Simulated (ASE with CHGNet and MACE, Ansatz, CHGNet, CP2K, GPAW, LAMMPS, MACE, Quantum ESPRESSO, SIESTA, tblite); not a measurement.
## Machine-learned potentials on amorphous 43Bi2O3-57BaO (mol %) (99 atoms): settings against a plane-wave reference

Wanted: machine-learned potentials inputs and outputs for amorphous 43Bi2O3-57BaO (mol %) (99 atoms), checked against a plane-wave reference.

Main program and level: ASE with CHGNet and MACE; the method is named at each step.

## (1) The starting structure

The cell holds 99 atoms: 26 Bi, 17 Ba and 56 O. Its edges and angles: a = 11.971 Å, b = 11.971 Å, c = 11.971 Å, α = 90.0°, β = 90.0°, γ = 90.0°. 99 atoms (26 Gd, 17 Ba, 56 O) placed at random at 7.52 g/cm³, melted at 5000 K for 10 ps at fixed volume with the Morse and Coulomb pair potential with partial charges (Pedone, Malavasi, Menziani, Cormack and Segre, J. Phys. Chem. B 110, 11780 (2006)). Quenched from 5000 K to 300 K at 50 K/ps and fixed volume, held 5 ps, then minimised at fixed cell. Then Gd was replaced by Bi and the cell scaled by 1.02 (the potential has no terms for the new elements, so the cell is a start for a DFT relaxation).

The yardstick, on the same geometry:

- method: Kohn-Sham DFT, PBE, SSSP efficiency 1.3.0 pseudopotentials, plane waves (Quantum ESPRESSO 7.5); sssp-pbe-1.3.0-efficiency, cutoffs 60/480 Ry, Γ point
- r.m.s. force component: 0.5578 eV/Å
- longest force: 2.667 eV/Å
- pressure: 7.43 GPa
- gap (highest filled to lowest empty level): 1.232 eV
- time: 48 min on 1 thread of Arm Neoverse V1, shared host
- CPU time: 48 min

## (2) CHGNet r2SCAN potential

Method: machine-learned interatomic potential CHGNet r2SCAN, trained on r2SCAN plane-wave data.

Input file run.py:

```python
import numpy as np
from ase.io import read
import mlip  # loads the published weights by name

atoms = read("structure.xyz")
atoms.calc = mlip.calc("chgnet-r2scan")
energy = atoms.get_potential_energy()
forces = atoms.get_forces()
print(f"energy {energy:.6f} eV")
print("forces (eV/A)")
for i, (a, f) in enumerate(zip(atoms, forces)):
    print(f"{i:4d} {a.symbol:2s} {f[0]:10.5f} {f[1]:10.5f} {f[2]:10.5f}")
stress = -atoms.get_stress(voigt=False) * 160.21766
print("stress (GPa, compression positive)")
for row in stress:
    print(" ".join(f"{x:10.4f}" for x in row))
```

Input file structure.xyz:

```xyz
99
Lattice="11.97103 0.00000 0.00000 0.00000 11.97103 0.00000 0.00000 0.00000 11.97103" Properties=species:S:1:pos:R:3 pbc="T T T"
Bi 2.96810 3.21721 8.34333
Bi 10.48926 11.92542 3.99832
Bi 1.25025 0.44891 9.40205
Bi 1.12959 2.90226 4.53439
Bi 10.04537 10.89579 8.48124
Bi 1.09691 11.35165 6.08787
Bi 9.78787 2.70940 2.17609
Bi 7.48441 2.88095 4.77644
Bi 7.87251 8.91195 10.82265
Bi 7.12647 8.79907 7.70731
Bi 4.61615 1.30891 3.12228
Bi 1.69749 8.42066 3.78428
Bi 2.14988 2.51344 0.55234
Bi 10.93350 2.62836 7.39367
Bi 10.39301 5.37619 4.62573
Bi 7.45939 6.71479 4.94416
Bi 5.56162 11.44909 9.41773
Bi 5.30412 2.78817 11.76668
Bi 10.87616 11.81337 0.30035
Bi 7.32340 0.17490 1.19363
Bi 4.20447 0.86419 6.53115
Bi 10.04884 6.54372 8.45622
Bi 6.97384 5.05297 1.88113
Bi 4.41719 5.51398 5.95750
Bi 8.51116 5.47902 10.91830
Bi 1.39522 5.93033 6.40773
Ba 1.81517 11.65547 2.36105
Ba 0.36907 8.71347 10.25678
Ba 3.30317 8.86383 8.22122
Ba 11.07883 5.93224 1.54307
Ba 1.46669 5.65679 10.26659
Ba 3.55815 10.38080 0.06584
Ba 7.09212 4.40917 7.87933
Ba 10.84204 8.78865 1.57228
Ba 7.50332 11.77399 5.73879
Ba 2.72449 5.39091 2.40606
Ba 4.74532 7.79123 0.97277
Ba 11.00257 3.13198 10.97923
Ba 7.48022 9.10361 2.67684
Ba 8.13850 1.81672 9.50500
Ba 4.75453 9.39139 4.84659
Ba 5.07428 6.22972 10.08033
Ba 10.61603 8.62094 5.74669
O 0.26971 6.97061 8.03998
O 8.54181 4.47022 3.57886
O 9.36984 10.92201 2.07673
O 3.28677 5.58269 8.02322
O 11.74047 4.30203 6.12677
O 3.34375 3.27551 10.63949
O 9.07320 4.34261 0.74460
O 8.67912 2.45334 6.71647
O 7.55827 8.98713 5.43868
O 1.21063 7.48932 1.75064
O 0.40821 10.61447 8.26983
O 6.24373 0.81930 11.10995
O 2.18507 1.12815 7.45699
[... 39 atom lines left out ...]
O 11.49602 1.09762 2.21703
O 2.77225 3.88316 5.86724
O 2.08128 9.33513 5.89932
O 9.13725 6.17011 6.37182
```

Started as:

```console
> OMP_NUM_THREADS=1 python run.py > output.txt
```

The program printed:

```text
CHGNet vr2scan initialized with 412,525 parameters
CHGNet will run on cpu
energy -2474.380371 eV
forces (eV/A)
   0 Bi   -0.07758    0.05165    0.06469
   1 Bi   -0.03513   -0.09734   -0.03409
   2 Bi    0.43218   -0.11963   -0.62754
   3 Bi    0.19003    0.13456    0.07843
   4 Bi   -0.23000    0.08791   -0.12244
   5 Bi    0.41364   -0.06909    0.06628
   6 Bi   -0.07183   -0.42351    0.27616
   7 Bi    0.18673    0.30680    0.15285
   8 Bi   -0.07646    0.28269    0.72165
   9 Bi    0.36786   -0.30493    0.17771
  10 Bi    0.50046    0.28055   -0.13361
  11 Bi   -0.09926   -0.06810   -0.02782
  12 Bi   -0.12766   -0.10932   -0.44055
  13 Bi    0.12343   -0.03144   -0.10865
  14 Bi   -0.10352   -0.13740    0.31550
  15 Bi    0.04189   -0.03938   -0.04052
  16 Bi    0.08651   -0.10609   -0.49364
  17 Bi    0.19494    0.24188    0.19979
  18 Bi   -0.10451    0.00032   -0.17329
  19 Bi   -0.01639    0.06040   -0.08632
  20 Bi    0.27389   -0.20606    0.23396
  21 Bi    0.08986    0.18402   -0.22491
  22 Bi   -0.40673   -0.19345    0.30301
  23 Bi   -0.90953    0.04537    0.29531
[...]
91 O    -0.59205    1.21687   -0.10478
  92 O    -0.81431    0.05549   -0.76487
  93 O    -0.29601    0.15680    0.97700
  94 O     0.39180   -0.30077    0.24005
  95 O     0.08016   -0.11426    0.04839
  96 O    -0.33666   -0.28889   -0.07569
  97 O     0.51041   -0.04704    0.44868
  98 O     0.02654   -0.17365    0.80262
stress (GPa, compression positive)
    3.8269    -0.4399    -0.8235
   -0.4399     4.7607    -0.2714
   -0.8235    -0.2714     4.1558
```

Run time: 5.2 s. Hardware: 1 thread of Arm Neoverse V1, shared host; peak memory 0.99 GiB.

Banners, paths, timers and routine set-up lines are dropped from the logs unmarked, and long logs keep their key lines alone; longer cuts are marked.

Numbers from this run, and their distance from the reference:

```
r.m.s. force component                  : 0.4293 eV/Å
r.m.s. difference of force components   : 203.3 meV/Å
longest difference of force vectors     : 1042 meV/Å
force difference over r.m.s. force      : 36.45 %
slope of forces against the reference's : 0.7297
correlation of force components         : 0.9482
pressure                                : 4.248 GPa
pressure difference                     : -3.182 GPa
```

Length of the force difference by element (eV/Å):

```csv
element,atoms,mean,most
Ba,17,0.36,1.0
Bi,26,0.29,0.64
O,56,0.32,0.68
```

Local excerpt of 9 atoms (numbers count through the whole input) about O52, which has 6 bonded neighbours where the commonest count for O is 5; x, y, z are measured from there.

```csv
atom,x,y,z,distance (Å),bonds,Fx,Fy,Fz (eV/Å)
O52,0.00,0.00,0.00,0.00,6,-0.04,0.55,-0.48
Bi10,-0.43,-0.19,2.27,2.32,6,0.37,-0.30,0.18
Bi16,-0.10,-2.27,-0.49,2.33,7,0.04,-0.04,-0.04
Ba39,-0.08,0.12,-2.76,2.77,7,0.41,0.16,-0.08
Ba35,-0.05,2.79,0.30,2.80,8,0.31,-0.21,0.27
Ba41,-2.80,0.40,-0.59,2.89,7,-0.43,0.03,0.05
O91,-1.86,-1.77,1.38,2.91,5,-0.15,0.16,0.22
Ba43,3.06,-0.37,0.31,3.09,8,-0.13,0.26,-0.04
O61,1.84,-1.72,-2.00,3.22,6,0.04,0.48,-0.18
```

Atoms are counted from 1 here, from 0 in the log.

Forces lie 36 % from the reference's, at 0.0016 times its CPU time.

## (3) MACE MPA-0 medium potential

Method: machine-learned interatomic potential MACE MPA-0 medium, trained on PBE(+U) plane-wave data.

Changes to run.py since step 2:

```diff
@@ -5,3 +5,3 @@
 atoms = read("structure.xyz")
-atoms.calc = mlip.calc("chgnet-r2scan")
+atoms.calc = mlip.calc("mace-mpa-0-medium")
 energy = atoms.get_potential_energy()
```

structure.xyz is that of step 2.

The program printed:

```text
energy -556.008071 eV
forces (eV/A)
   0 Bi    0.30224    0.06854   -0.20180
   1 Bi    0.04272   -0.22158   -0.22147
   2 Bi    0.19149   -0.28115   -0.55551
   3 Bi    0.29938   -0.00574   -0.00336
   4 Bi   -0.33064    0.13585    0.00280
   5 Bi    0.68014   -0.47190    0.07539
   6 Bi   -0.20531   -0.60843    0.01885
   7 Bi    0.09687    0.69946    0.11042
   8 Bi    0.32750    0.33439    0.69496
   9 Bi    0.56381   -0.30916   -0.07307
  10 Bi    0.84463    0.33864   -0.17093
  11 Bi   -0.06974    0.08894   -0.24057
  12 Bi   -0.21211    0.06980   -0.52614
  13 Bi    0.17558   -0.07516   -0.07871
  14 Bi   -0.07395   -0.06782    0.55149
  15 Bi    0.06907    0.30238   -0.01140
  16 Bi    0.04896    0.18604   -0.60340
  17 Bi    0.22126    0.29006    0.12625
  18 Bi   -0.36522   -0.04724   -0.52628
  19 Bi   -0.06116    0.25356   -0.30051
  20 Bi    0.34681    0.01355    0.32566
  21 Bi    0.08808    0.20482   -0.14407
  22 Bi   -0.69331   -0.15418   -0.11069
  23 Bi   -0.29766    0.07431    0.27184
[...]
91 O    -0.64395    1.14132   -0.22395
  92 O    -0.87620    0.11292   -0.79836
  93 O    -0.19835    0.44539    0.95037
  94 O     0.14355   -0.35980    0.22675
  95 O     0.28184   -0.07060    0.24521
  96 O    -0.31951   -0.27908   -0.04572
  97 O     0.68274   -0.05011    0.71128
  98 O     0.29576   -0.05484    0.87839
stress (GPa, compression positive)
    7.0866    -0.5932    -1.1291
   -0.5932     8.6466    -0.2248
   -1.1291    -0.2248     7.6271
```

Run time: 10 s. Hardware: 1 thread; peak memory 1 GiB.

Numbers from this run, and their distance from the reference:

* r.m.s. force component: 0.4989 eV/Å
* r.m.s. difference of force components: 134.8 meV/Å
* longest difference of force vectors: 473.2 meV/Å
* force difference over r.m.s. force: 24.17 %
* slope of forces against the reference's: 0.8708
* correlation of force components: 0.9736
* pressure: 7.787 GPa
* pressure difference: 0.3568 GPa

Against the first run (36 %), the force difference from the reference is 24 %, at 2.1 times the CPU time.

## (4) CHGNet 0.3.0 potential

Method: machine-learned interatomic potential CHGNet 0.3.0, trained on PBE(+U) plane-wave data.

Changes to run.py since step 3:

```diff
@@ -5,3 +5,3 @@
 atoms = read("structure.xyz")
-atoms.calc = mlip.calc("mace-mpa-0-medium")
+atoms.calc = mlip.calc("chgnet-0.3.0")
 energy = atoms.get_potential_energy()
```

structure.xyz is that of step 3.

The program printed:

```text
CHGNet v0.3.0 initialized with 412,525 parameters
CHGNet will run on cpu
energy -598.394836 eV
forces (eV/A)
   0 Bi    0.00911    0.09792   -0.02143
   1 Bi    0.21465   -0.20234   -0.08850
   2 Bi    0.49062   -0.28270   -0.58815
   3 Bi    0.27731    0.14530    0.07219
   4 Bi   -0.15766    0.23496   -0.09019
   5 Bi    0.44463   -0.22129   -0.00135
   6 Bi   -0.00299   -0.53454    0.20644
   7 Bi    0.44445    0.58056    0.13878
   8 Bi    0.12227    0.18368    0.67728
   9 Bi    0.35237   -0.44420    0.05993
  10 Bi    0.52797    0.41240   -0.35277
  11 Bi   -0.13180   -0.02340   -0.12146
  12 Bi    0.05264   -0.10798   -0.48861
  13 Bi    0.24029   -0.09246    0.00646
  14 Bi   -0.17709   -0.03851    0.35441
  15 Bi    0.06962   -0.03640    0.01999
  16 Bi    0.05344   -0.06807   -0.59922
  17 Bi    0.02962    0.34959    0.14574
  18 Bi   -0.10300   -0.14881   -0.21342
  19 Bi    0.05257    0.02605   -0.10462
  20 Bi    0.11617   -0.17354    0.44201
  21 Bi    0.04148   -0.04561   -0.07784
  22 Bi   -0.53181   -0.15699    0.19260
  23 Bi   -0.78489    0.04824    0.39658
[...]
91 O    -0.72568    1.40165   -0.14403
  92 O    -1.03860    0.15738   -0.97661
  93 O    -0.36180    0.38763    1.01331
  94 O     0.28632   -0.33722    0.15972
  95 O     0.23354   -0.01177    0.01480
  96 O    -0.37714   -0.32581   -0.08862
  97 O     0.71735   -0.07575    0.64204
  98 O     0.11888   -0.12121    1.04407
stress (GPa, compression positive)
    6.3377    -0.5206    -0.9181
   -0.5206     7.6097    -0.2749
   -0.9181    -0.2749     6.5894
```

Elapsed: 5.2 s, on 1 thread; peak memory 0.99 GiB.

Numbers from this run, and their distance from the reference:

```yaml
r_m_s_force_component: 0.51 eV/Å
r_m_s_difference_of_force_components: 161.3 meV/Å
longest_difference_of_force_vectors: 637 meV/Å
force_difference_over_r_m_s_force: 28.91 %
slope_of_forces_against_the_reference_s: 0.8763
correlation_of_force_components: 0.9583
pressure: 6.846 GPa
pressure_difference: -0.5844 GPa
```

Against the first run (36 %), the force difference from the reference is 29 %, at 1.0 times the CPU time.

## (5) Side by side

Differences are against the plane-wave reference, forces as r.m.s. over components; share is that over the reference's r.m.s. force, slope the least-squares factor from reference forces to these. Total energies of different programs have different zeros and aren't compared.

```csv
run,"Δ force, r.m.s. (meV/Å)",share (%),slope,Δ pressure (GPa),cores,CPU time,memory (GiB)
reference,-,-,-,-,1,48 min,5.7
CHGNet r2SCAN potential,203,36.4,0.730,-3.18,1,4.5 s,0.99
MACE MPA-0 medium potential,135,24.2,0.871,0.357,1,9.5 s,1.0
CHGNet 0.3.0 potential,161,28.9,0.876,-0.584,1,4.6 s,0.99
```

Times of the machine-learned potentials are mostly Python's start and the loading of weights.

CPU time is summed over cores on a shared host, where runs went side by side, so it is rough. Symmetry, cutoffs, thresholds, outputs and thread counts weren't matched or tuned between programs; memory under MPI is the largest rank's times the ranks.

## (6) What came out

* nearest in forces: MACE MPA-0 medium potential, 24 %
* its CPU time: 9.5 s

What this shows: Machine-learned potentials differ by 24 % (MACE MPA-0 medium potential) to 36 % (CHGNet r2SCAN potential); they were trained on other programs' data, some at another functional. The reference's pressure holds the uncorrected Pulay stress of its 60 Ry basis, so small pressure differences, and their order, may be the reference's own error. Machine-learned potentials mimic data converged in k, so the reference's own k-point error enters their differences. The quench rate of 50 K/ps is many orders above laboratory rates, so the cell is likely richer in defects and strain than a real sample. The network of bonds at the start is that of the classical potential that made the cell, and needn't be the one that DFT or experiment would give. The reference's pressure of 7.4 GPa belongs to a cell and atoms that aren't relaxed at this level. The electronic-structure runs sample only Γ, in a cell whose shortest periodic width is 12 Å. Spin–orbit coupling is left out, which matters for the levels of the heavy elements.

[Also dropped from logs without a mark: logging warnings of Python, and SIESTA's first energy breakdown and zero terms.]

[Logs are printed without paths, hosts, clocks, repeated set-up lines and the standing remarks that a program may print on its own settings, such as how far it seeks lower states.]

[Hosts, paths, dates, database ids (printed as entryN), source tags and the programs' standing remarks are cut or masked in the printed files.]
